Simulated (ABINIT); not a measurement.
# A GW chain in ABINIT: Ca2H6Os (Fm-3m), part 3 of 3

Aim: the G0W0 gap of Ca2H6Os (Fm-3m) on PBEsol with spin-orbit coupling, step by step.

ABINIT 10.8.3; PBEsol and many-body steps on it, plane waves. Known limits of the many-body steps: not at the basis limit; screening head approximate; d states lean on the start; coarse k mesh.

So far. Step 4 (Empty states on the mesh, 2×2×2 mesh, 146 bands): On this mesh the gap is 2.451 eV. Step 5 (Screening, 2×2×2 mesh, 134 bands, screening to 98 eV): Local fields lower ε∞ by 17 %. On a Γ-centred mesh this coarse the value itself is usually too large, while a short band sum pulls it down.

### Step 6. Self-energy, 2×2×2 mesh, 134 bands, screening to 98 eV

The self-energy is evaluated for the states that the input lists, and the levels follow from it, in one-shot runs by the linearised quasiparticle equation.

This step: G0W0 on PBEsol with spin-orbit coupling, plane waves, norm-conserving pseudopotentials.

Input file run.abi:

```
acell 3*1.0 Angstrom
rprim 
  0.000000000000 3.614821300000 3.614821300000
  3.614821300000 0.000000000000 3.614821300000
  3.614821300000 3.614821300000 0.000000000000
ntypat 3
znucl 20 1 76
natom 9
typat 1 1 2 2 2 2 2 2 3
xred 
  0.250000000000 0.250000000000 0.250000000000
  0.750000000000 0.750000000000 0.750000000000
  0.762819760000 0.237180240000 0.237180240000
  0.237180240000 0.762819760000 0.762819760000
  0.237180240000 0.762819760000 0.237180240000
  0.762819760000 0.237180240000 0.762819760000
  0.237180240000 0.237180240000 0.762819760000
  0.762819760000 0.762819760000 0.237180240000
  0.000000000000 0.000000000000 0.000000000000
pp_dirpath "pseudos"
pseudos "Ca.upf, H.upf, Os.upf"
ecut 33
nspinor 2
ngkpt 2 2 2
nshiftk 1
shiftk 0 0 0
kptopt 1
chksymbreak 0
istwfk *1
occopt 1
irdwfk 1
optdriver 4
nband 134
gwcalctyp 0
ecutsigx 33
symsigma 0
nkptgw 2
kptgw 
  0.5000000000 0.5000000000 0.0000000000
  0.0000000000 0.0000000000 0.0000000000
bdgw 
  39 46
  37 46
ecuteps 3.6
irdscr 1
ppmodel 1
indata_prefix "in"
outdata_prefix "out"
tmpdata_prefix "tmp"
```

Launch:

```bash
> OMP_NUM_THREADS=1 mpirun -n 4 abinit run.abi > log
```

Numbers of over 12 decimals in the logs are rounded to 6 here.

Log:

```text
.Version 10.8.3 of ABINIT. v10.8.2 released Aug 2026.

 Symmetries : space group Fm -3 m (#225); Bravais cF (face-center cubic)
[... echo of the input left out ...]
== DATASET  1 ==================================================================
-   mpi_nproc: 4, omp_nthreads: 1 (-1 if OMP is not activated)

--- !DatasetInfo
iteration_state: {dtset: 1, }
dimensions: {natom: 9, nkpt: 3, mband: 134, nsppol: 1, nspinor: 2, nspden: 1, mpw: 5817, }
cutoff_energies: {ecut:  33.0, pawecutdg:  -1.0, }
electrons: {nelect:   4.20000000E+01, charge:   0.00000000E+00, occopt:   1.00000000E+00, tsmear:   1.00000000E-02, }

 SIGMA: Calculation of the GW corrections

 Based on a program developped by R.W. Godby, V. Olevano, G. Onida, and L. Reining.
 Incorporated in ABINIT by V. Olevano, G.-M. Rignanese, and M. Torrent.
.Using double precision arithmetic ; gwpc =  8

[... cell and pseudopotentials left out ...]
--------------------------------------------------------------------------------

 ==== K-mesh for the wavefunctions ====
 Number of points in the irreducible wedge :     3
[... list of points left out ...]
 Together with 48 symmetry operations and time-reversal symmetry
 yields     8 points in the full Brillouin Zone.

 ==== Q-mesh for screening function ====
 Number of points in the irreducible wedge :     3
[... list of points left out ...]
 Together with 48 symmetry operations and time-reversal symmetry
 yields     8 points in the full Brillouin Zone.

 vcoul_init : cutoff-mode = AUXILIARY_FUNCTION
 q-points for optical limit:   1
     1)      0.000010    0.000020    0.000030
 setmesh: FFT mesh size selected  =    50x   50x   50
          total number of points  =       125000

 Number of electrons calculated from density =   42.0000; Expected =   42.0000
 average of density, n =  0.065881
 r_s =    1.5360
 omega_plasma =   24.7592 [eV]

 === KS Band Gaps ===
  >>>> For spin  1
   Minimum direct gap =   2.4505 [eV], located at k-point      :   0.5000  0.5000  0.0000
   Fundamental gap    =   2.4505 [eV], Top of valence bands at :   0.5000  0.5000  0.0000
                                       Bottom of conduction at :   0.5000  0.5000  0.0000
 SIGMA fundamental parameters:
 PLASMON POLE MODEL  1
 number of plane-waves for SigmaX                 5817
 number of plane-waves for SigmaC and W            181
 number of plane-waves for wavefunctions          5817
 number of bands                                   134
 number of independent spin polarizations            1
 number of spinorial components                      2
 number of k-points in IBZ                           3
 number of q-points in IBZ                           3
 number of symmetry operations                      48
 number of k-points in BZ                            8
 number of q-points in BZ                            8
 number of frequencies for dSigma/dE                 9
 frequency step for dSigma/dE [eV]                0.25
 number of omega for Sigma on real axis              0
 max omega for Sigma on real axis  [eV]           0.00
 zcut for avoiding poles [eV]                     0.10

 EPSILON^-1 parameters (SCR file):
 dimension of the eps^-1 matrix on file            181
 dimension of the eps^-1 matrix used               181
 number of plane-waves for wavefunctions          5817
 number of bands                                   134
 number of q-points in IBZ                           3
 number of frequencies                               2
 number of real frequencies                          1
 number of imag frequencies                          1

 matrix elements of self-energy operator (all in [eV])

 Perturbative Calculation

--- !SelfEnergy_ee
iteration_state: {dtset: 1, }
kpoint     : [   0.500,    0.500,    0.000, ]
spin       : 1
KS_gap     :    2.450
QP_gap     :    3.676
Delta_QP_KS:    1.226
data: !SigmaeeData |
     Band     E0 <VxcDFT>   SigX SigC(E0)      Z dSigC/dE  Sig(E)    E-E0       E
       39   4.423 -17.119 -19.785   3.423   0.801  -0.249 -16.513   0.606   5.028
       40   4.423 -17.119 -19.785   3.423   0.801  -0.249 -16.513   0.606   5.028
       41   4.817 -16.702 -19.101   3.149   0.804  -0.243 -16.099   0.603   5.420
       42   4.817 -16.702 -19.101   3.149   0.804  -0.243 -16.099   0.603   5.420
       43   7.267 -13.736  -8.638  -2.906   0.834  -0.198 -11.907   1.829   9.097
       44   7.267 -13.736  -8.638  -2.906   0.834  -0.198 -11.907   1.829   9.097
       45   8.174 -12.328  -6.156  -3.603   0.836  -0.196 -10.181   2.147  10.321
       46   8.174 -12.328  -6.156  -3.603   0.836  -0.196 -10.181   2.147  10.321

--- !SelfEnergy_ee
iteration_state: {dtset: 1, }
kpoint     : [   0.000,    0.000,    0.000, ]
spin       : 1
KS_gap     :    4.263
QP_gap     :    6.241
Delta_QP_KS:    1.978
data: !SigmaeeData |
     Band     E0 <VxcDFT>   SigX SigC(E0)      Z dSigC/dE  Sig(E)    E-E0       E
       37   4.301 -16.752 -19.547   3.412   0.801  -0.249 -16.258   0.494   4.795
       38   4.301 -16.752 -19.547   3.411   0.801  -0.249 -16.258   0.494   4.795
[...]
42   4.742 -16.265 -18.791   3.121   0.805  -0.242 -15.786   0.479   5.220
       43   9.004 -14.709  -8.035  -3.698   0.825  -0.211 -12.252   2.457  11.461
       44   9.004 -14.709  -8.036  -3.697   0.825  -0.211 -12.252   2.457  11.461
       45   9.004 -14.709  -8.036  -3.697   0.826  -0.211 -12.252   2.457  11.461
       46   9.004 -14.709  -8.035  -3.697   0.826  -0.211 -12.252   2.457  11.461

== END DATASET(S) ==============================================================
================================================================================

 -outvars: echo values of variables after computation  --------
           etotal      0.0000000000E+00
            nband         134
             nkpt           3
          spgroup         225
 [... the other variables as echoed above ...]

 Calculation completed.
```

Run time: 17 s. Hardware: 4 MPI ranks of AMD EPYC 9R45 (Zen 5), shared host; peak memory 1.4 GiB; 67 s of CPU time.

This step gave:

| Item | Value |
| --- | --- |
| G0W0 gap on the points computed | 3.677 eV |
| starting gap on the mesh | 2.451 eV |
| k of the valence top | 0.5, 0.5, 0 |
| k of the conduction bottom | 0.5, 0.5, 0 |
| Z at the valence top | 0.804 |
| Z at the conduction bottom | 0.834 |
| least direct G0W0 gap on the computed points | 3.677 eV |

The gap on the mesh goes from 2.45 eV to 3.68 eV, a correction of +1.23 eV.

Limits: finite bands, cutoff and mesh; screening head approximate; d states lean on the start; coarse k mesh. v1 is the top filled band, c1 the lowest empty one. Levels before and after the correction, in eV, zero at the valence-band top of each column:

```tsv
	conduction bottom	valence top
Kohn-Sham	2.45	0.00
G0W0	3.68	0.00
```

```tsv
	level	energy (eV)
Kohn-Sham	(0.5 0.5 0) v4-v3	-0.394
Kohn-Sham	(0.5 0.5 0) v2-v1	0.000
Kohn-Sham	(0.5 0.5 0) c1-c2	2.451
Kohn-Sham	(0.5 0.5 0) c3-c4	3.357
G0W0	(0.5 0.5 0) v4-v3	-0.392
G0W0	(0.5 0.5 0) v2-v1	0.000
G0W0	(0.5 0.5 0) c1-c2	3.677
G0W0	(0.5 0.5 0) c3-c4	4.901
```

### Step 7. Where the time went

Times are wall times on the hardware named with each run, good to a factor of about two.

```tsv
step	time	share	memory (GiB)
ground state	61 s	22 %	0.52
bands along the symmetry lines	2.4 min	51 %	0.63
empty states on the mesh	47 s	17 %	0.41
screening	9.9 s	4 %	1.6
self-energy	17 s	6 %	1.4
```

### Step 8. What came out

```yaml
pbesol_gap: 2.45 eV, direct
g0w0_gap_on_the_mesh: 3.68 eV
gw_settings: 2×2×2 mesh, 134 bands, screening to 98 eV, Godby-Needs plasmon pole
known_limits: not at the basis limit; screening head approximate; d states lean on the start; coarse k mesh
```

**Reading.** G0W0 moves the gap on the mesh from 2.45 eV to 3.68 eV (+1.23 eV), with Z of 0.80 and 0.83 at the edges. Local fields lower the RPA ε∞ on this mesh from 5.71 to 4.73; a Γ-centred mesh this coarse tends to raise both, most where the direct gap is narrow, while a short band sum lowers them. Only 2 of the mesh's irreducible points were corrected, so a valley elsewhere could overtake. The dearest step here is «bands along the symmetry lines». Bands and cutoff are finite, so the gap is not at the basis limit. The miss can reach some tenths of an eV and take either sign; the mesh is an error of its own. In the G0W0 run levels were corrected at 2 k points alone, so a gap called «on the mesh» is the least over those, and an edge elsewhere would be missed. The 2×2×2 mesh is coarse for this cell, which bears on the long-range parts of exchange and screening. The long-wavelength limit of the screening leaves out the non-local commutator, which shifts ε∞. With d states at the gap, one-shot GW leans hard on its start.

[Paths, hosts, dates, memory and timing lines, banners, echoed tables and standing remarks are left out of the program output.]

[Logs are printed without paths, hosts, clocks, repeated set-up lines and the standing remarks that a program may print on its own settings, such as how far it seeks lower states.]

[Runs of the session that timed out or met a known fault of the program may be left out.]

[Hosts, paths, dates, database ids (printed as entryN), source tags and the programs' standing remarks are cut or masked in the printed files.]

[G0W0 gaps are taken among the corrected bands and points alone; a level outside them can change the order at an edge.]

[Where Ansatz stands beside ABINIT at settings called matched, ABINIT's density can come from a denser mesh and the files from another edition; pairs whose starting gaps differed by over 0.03 eV were left out, so agreement reads better than it is.]
